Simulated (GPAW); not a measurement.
# A 4-layer slab of Al(100) in an electric field, part 2 of 2

Aim: the dipole that a field along the normal induces in a 4-layer slab of Al(100).

GPAW 26.7.0; GPAW, PAW setups; slab in vacuum.

So far, upper work function (eV): step 2 (relaxation) 4.26; step 3 (plane waves, PBE) 4.26.

### Step 7. Field on

run.py

```python
import json
import numpy as np
from ase import Atoms
from gpaw import GPAW, PW
from gpaw.external import ConstantElectricField

slab = Atoms(
    ['Al', 'Al', 'Al', 'Al'],
    positions=[
        [1.43189, 1.43189, 7.00000],
        [0.00000, 0.00000, 9.02500],
        [1.43189, 1.43189, 11.08107],
        [-0.00000, 0.00000, 13.18557]],
    cell=[[2.86378, 0.0, 0.0], [0.0, 2.86378, 0.0], [0.0, 0.0, 20.075]],
    pbc=[True, True, False])

slab.calc = GPAW(mode=PW(400), xc='PBE', kpts={'size': (11, 11, 1), 'gamma': True},
                 occupations={'name': 'fermi-dirac', 'width': 0.1}, nbands='140%',
                 convergence={'density': 1e-05}, maxiter=200,
                 poissonsolver={'dipolelayer': 'xy'},
                 external=ConstantElectricField(0.05, [0, 0, 1]),
                 symmetry={'tolerance': 1e-3}, txt='slab.txt')
result = {}
energy = slab.get_potential_energy()
fermi = slab.calc.get_fermi_level()
v = slab.calc.get_electrostatic_potential().mean((0, 1)) - fermi
n = slab.calc.get_pseudo_density().mean((0, 1))
L = slab.cell[2, 2]
z = np.arange(len(v)) * L / len(v)
low, high = slab.positions[:, 2].min(), slab.positions[:, 2].max()
below, above = np.interp([low - 4.8, high + 4.8], z, v)
slopes = [np.interp(x, z, np.gradient(v, z)) for x in (low - 4.8, high + 4.8)]
eps = np.array([[slab.calc.get_eigenvalues(k, s) for k in range(len(slab.calc.get_ibz_k_points()))]
                for s in range(slab.calc.get_number_of_spins())]) - fermi
top, bottom = eps[eps < 0].max(), eps[eps > 0].min()
dipole = slab.get_dipole_moment()[2]
print(f'energy {energy:.4f} eV, Fermi level {fermi:.4f} eV, dipole {dipole:.5f} e A')
print(f'potential 4.8 A off the faces, from the Fermi level: lower {below:.4f} eV, upper {above:.4f} eV')
print(f'slope of the potential there: lower {slopes[0]:.5f}, upper {slopes[1]:.5f} eV/A')
print(f'nearest levels on the mesh: {top:.4f} and {bottom:.4f} eV')
print('magnetic moment', round(slab.get_magnetic_moment(), 3))
result.update(energy=energy, fermi=fermi, dipole=dipole, below=below, above=above, slopes=slopes, edges=[top, bottom],
              z=z.tolist(), v=v.tolist(), n=n.tolist(), positions=slab.positions.tolist(),
              forces=slab.get_forces(apply_constraint=False).tolist(), moments=slab.get_magnetic_moments().tolist())
json.dump(result, open('result.json', 'w'))
```

Launch:

```
$ OMP_NUM_THREADS=1 OPENBLAS_NUM_THREADS=1 python run.py
```

Log:

```text
energy -13.9597 eV, Fermi level 0.4127 eV, dipole 0.02280 e A
potential 4.8 A off the faces, from the Fermi level: lower 4.5208 eV, upper 4.0178 eV
slope of the potential there: lower -0.00066, upper 0.00055 eV/A
nearest levels on the mesh: -0.0327 and 0.0029 eV
magnetic moment 0.0
```

Elapsed: 41 s, on 1 thread of Arm Neoverse V2, shared host; peak memory 0.21 GiB.

Electrostatic potential energy of an electron (without an applied field's), less the Fermi level, planar mean against z:

| z (Å) | electrostatic potential energy of an electron (without an applied field's), less the Fermi level, planar mean (eV) |
| --- | --- |
| 0.0 | 4.27 |
| 0.5 | 4.52 |
| 1.0 | 4.52 |
| 1.5 | 4.52 |
| 2.0 | 4.52 |
| 2.5 | 4.52 |
| 3.0 | 4.52 |
| 3.5 | 4.51 |
| 4.0 | 4.49 |
| 4.5 | 4.43 |
| 5.0 | 4.19 |
| 5.5 | 3.35 |
| 6.0 | 0.747 |
| 6.5 | -5.98 |
| 7.0 | -13.2 |
| 7.5 | -6.50 |
| 8.0 | -2.02 |
| 8.5 | -6.18 |
| 9.0 | -13.4 |
| 9.5 | -7.02 |
| 10.0 | -1.90 |
| 10.5 | -5.33 |
| 11.0 | -13.2 |
| 11.5 | -8.09 |
| 12.0 | -1.95 |
| 12.5 | -3.92 |
| 13.0 | -12.1 |
| 13.5 | -9.91 |
| 14.0 | -1.50 |
| 14.5 | 2.25 |
| 15.0 | 3.51 |
| 15.5 | 3.88 |
| 16.0 | 3.98 |
| 16.5 | 4.01 |
| 17.0 | 4.02 |
| 17.5 | 4.02 |
| 18.0 | 4.02 |
| 18.5 | 4.02 |
| 19.0 | 4.02 |
| 19.5 | 4.02 |

### Step 8. In a field

Changes to run.py since step 7:

```diff
@@ -20,3 +20,3 @@
                  poissonsolver={'dipolelayer': 'xy'},
-                 external=ConstantElectricField(0.05, [0, 0, 1]),
+                 external=ConstantElectricField(0.1, [0, 0, 1]),
                  symmetry={'tolerance': 1e-3}, txt='slab.txt')
```

Log:

```text
energy -13.9614 eV, Fermi level 0.4137 eV, dipole 0.04435 e A
potential 4.8 A off the faces, from the Fermi level: lower 4.7568 eV, upper 3.7783 eV
slope of the potential there: lower -0.00071, upper 0.00049 eV/A
nearest levels on the mesh: -0.0327 and 0.0029 eV
magnetic moment 0.0
```

Run time: 45 s. Hardware: 1 thread; peak memory 0.21 GiB.

The electrostatic potential energy of an electron (without an applied field's), less the Fermi level, planar mean oscillates, so the rows of the table below give means over windows of 1 Å about each position, cut where the curve ends. Its maxima inside the range that stand out by 2 % of the span (Å: eV): 1.4: 4.76, 8.1: -1.90, 10.0: -1.81, 12.1: -1.74. Its minima: 7.0: -13.1, 9.0: -13.4, 11.1: -13.6, 13.2: -13.7.

Electrostatic potential energy of an electron (without an applied field's), less the Fermi level, planar mean against z; means over each step:

| z (Å) | electrostatic potential energy of an electron (without an applied field's), less the Fermi level, planar mean (eV) |
| --- | --- |
| 0 | 4.57 |
| 1 | 4.76 |
| 2 | 4.76 |
| 3 | 4.75 |
| 4 | 4.72 |
| 5 | 4.31 |
| 6 | 0.248 |
| 7 | -10.3 |
| 8 | -3.40 |
| 9 | -10.6 |
| 10 | -3.36 |
| 11 | -10.7 |
| 12 | -3.44 |
| 13 | -10.3 |
| 14 | -2.54 |
| 15 | 3.13 |
| 16 | 3.73 |
| 17 | 3.77 |
| 18 | 3.78 |
| 19 | 3.78 |

The dipole is now 0.0444 e Å, against 0.0012 in the run without a field.

### Step 9. In a field

Changes to run.py since step 8:

```diff
@@ -20,3 +20,3 @@
                  poissonsolver={'dipolelayer': 'xy'},
-                 external=ConstantElectricField(0.1, [0, 0, 1]),
+                 external=ConstantElectricField(0.2, [0, 0, 1]),
                  symmetry={'tolerance': 1e-3}, txt='slab.txt')
```

Log:

```text
energy -13.9680 eV, Fermi level 0.4149 eV, dipole 0.08748 e A
potential 4.8 A off the faces, from the Fermi level: lower 5.2308 eV, upper 3.3009 eV
slope of the potential there: lower -0.00082, upper 0.00039 eV/A
nearest levels on the mesh: -0.0327 and 0.0030 eV
magnetic moment 0.0
```

It took 49 s on 1 thread; peak memory 0.21 GiB.

The dipole is now 0.0875 e Å, against 0.0012 in the run without a field.

### Step 10. In a field

Changes to run.py since step 9:

```diff
@@ -20,3 +20,3 @@
                  poissonsolver={'dipolelayer': 'xy'},
-                 external=ConstantElectricField(0.2, [0, 0, 1]),
+                 external=ConstantElectricField(0.3, [0, 0, 1]),
                  symmetry={'tolerance': 1e-3}, txt='slab.txt')
```

Log:

```text
energy -13.9789 eV, Fermi level 0.4150 eV, dipole 0.13063 e A
potential 4.8 A off the faces, from the Fermi level: lower 5.7072 eV, upper 2.8253 eV
slope of the potential there: lower -0.00096, upper 0.00030 eV/A
nearest levels on the mesh: -0.0328 and 0.0031 eV
magnetic moment 0.0
```

Elapsed: 46 s, on 1 thread; peak memory 0.21 GiB.

Table of electrostatic potential energy of an electron (without an applied field's), less the Fermi level, planar mean by z:

| z (Å) | electrostatic potential energy of an electron (without an applied field's), less the Fermi level, planar mean (eV) |
| --- | --- |
| 0.0 | 4.27 |
| 0.5 | 5.71 |
| 1.0 | 5.71 |
| 1.5 | 5.71 |
| 2.0 | 5.71 |
| 2.5 | 5.71 |
| 3.0 | 5.70 |
| 3.5 | 5.70 |
| 4.0 | 5.67 |
| 4.5 | 5.60 |
| 5.0 | 5.33 |
| 5.5 | 4.45 |
| 6.0 | 1.75 |
| 6.5 | -5.09 |
| 7.0 | -12.4 |
| 7.5 | -5.87 |
| 8.0 | -1.51 |
| 8.5 | -5.79 |
| 9.0 | -13.1 |
| 9.5 | -6.88 |
| 10.0 | -1.89 |
| 10.5 | -5.44 |
| 11.0 | -13.4 |
| 11.5 | -8.46 |
| 12.0 | -2.45 |
| 12.5 | -4.53 |
| 13.0 | -12.8 |
| 13.5 | -10.8 |
| 14.0 | -2.50 |
| 14.5 | 1.16 |
| 15.0 | 2.36 |
| 15.5 | 2.70 |
| 16.0 | 2.79 |
| 16.5 | 2.82 |
| 17.0 | 2.82 |
| 17.5 | 2.82 |
| 18.0 | 2.83 |
| 18.5 | 2.82 |
| 19.0 | 2.82 |
| 19.5 | 2.82 |

The dipole is now 0.131 e Å, against 0.0012 in the run without a field.

### Step 11. The series

The members are put on one axis.

This step: induced dipole against applied field (GPAW 26.7.0).

The dipole along the normal by field:

| field (V/Å) | dipole along the normal (e·Å) |
| --- | --- |
| -0.200 | -0.0850 |
| -0.100 | -0.0419 |
| -0.050 | -0.0203 |
| 0.000 | 0.00122 |
| 0.050 | 0.0228 |
| 0.100 | 0.0444 |
| 0.200 | 0.0875 |
| 0.300 | 0.131 |

### Step 12. A changed run

One more run, with changed settings.

This step: GPAW, PAW setups; slab in vacuum (GPAW 26.7.0).

Changes to run.py since step 10:

```diff
@@ -4,3 +4,2 @@
 from gpaw import GPAW, PW
-from gpaw.external import ConstantElectricField
 
@@ -16,7 +15,6 @@
 
-slab.calc = GPAW(mode=PW(400), xc='PBE', kpts={'size': (11, 11, 1), 'gamma': True},
+slab.calc = GPAW(mode=PW(60), xc='PBE', kpts={'size': (11, 11, 1), 'gamma': True},
                  occupations={'name': 'fermi-dirac', 'width': 0.1}, nbands='140%',
-                 convergence={'density': 1e-05}, maxiter=200,
+                 convergence={'density': 1e-05}, maxiter=50,
                  poissonsolver={'dipolelayer': 'xy'},
-                 external=ConstantElectricField(0.3, [0, 0, 1]),
                  symmetry={'tolerance': 1e-3}, txt='slab.txt')
```

Log:

```text
energy -13.0122 eV, Fermi level 0.4879 eV, dipole 0.00575 e A
potential 4.8 A off the faces, from the Fermi level: lower 4.2426 eV, upper 4.2835 eV
slope of the potential there: lower 0.00451, upper 0.01751 eV/A
nearest levels on the mesh: -0.0217 and 0.0030 eV
magnetic moment 0.0
```

Wall time 3.8 s (1 thread); peak memory 0.11 GiB.

The run finished. A setting was moved off its sound value on purpose, so it serves as a test and not as the result.

The fault put into the input: a cutoff far too low (ecut = 60).

Side by side:

| quantity | this run | sound run | difference |
| --- | --- | --- | --- |
| dipole along the normal (e·Å) | 0.0057529 | 0.0012238 | 0.00453 |
| upper work function (eV) | 4.2835 | 4.2578 | 0.0257 |
| lower work function (eV) | 4.2426 | 4.2852 | -0.0426 |

One result that differs is the lower work function, 4.24 eV against 4.29 eV.

### Step 13. Results

```yaml
work_function_upper_and_lower_face: 4.258 and 4.285 eV
dipole_along_the_normal: 0.00122 e Å
induced_dipole_per_field: 0.431 e Å per V/Å
out_of_plane_polarisability_per_area_alpha_eps_0_a: 9.51 Å
```

The field induces 0.431 e Å per V/Å, a polarisable thickness α/(ε0 A) of 9.51 Å beside 6.19 Å between the outermost nuclei. A perfect conductor would give the distance between its two image planes; a dielectric of thickness t gives t(1 - 1/ε). The induced dipole is linear in the field over this range. The small printed dipole stands for a step of -27 meV from the lower to the upper face, and the probes find -27 meV; values this small are near the numerical noise of both. The slab is only 6.2 Å thick between its outer nuclei, so the values belong to this film more than to the surface of the bulk metal. The in-plane lattice was kept as typed, which isn't the functional's own and leaves some strain; spin-orbit coupling and temperature are left out.

[Logs are printed without paths, hosts, clocks, repeated set-up lines and the standing remarks that a program may print on its own settings, such as how far it seeks lower states.]

[Hosts, paths, dates, database ids (printed as entryN), source tags and the programs' standing remarks are cut or masked in the printed files.]
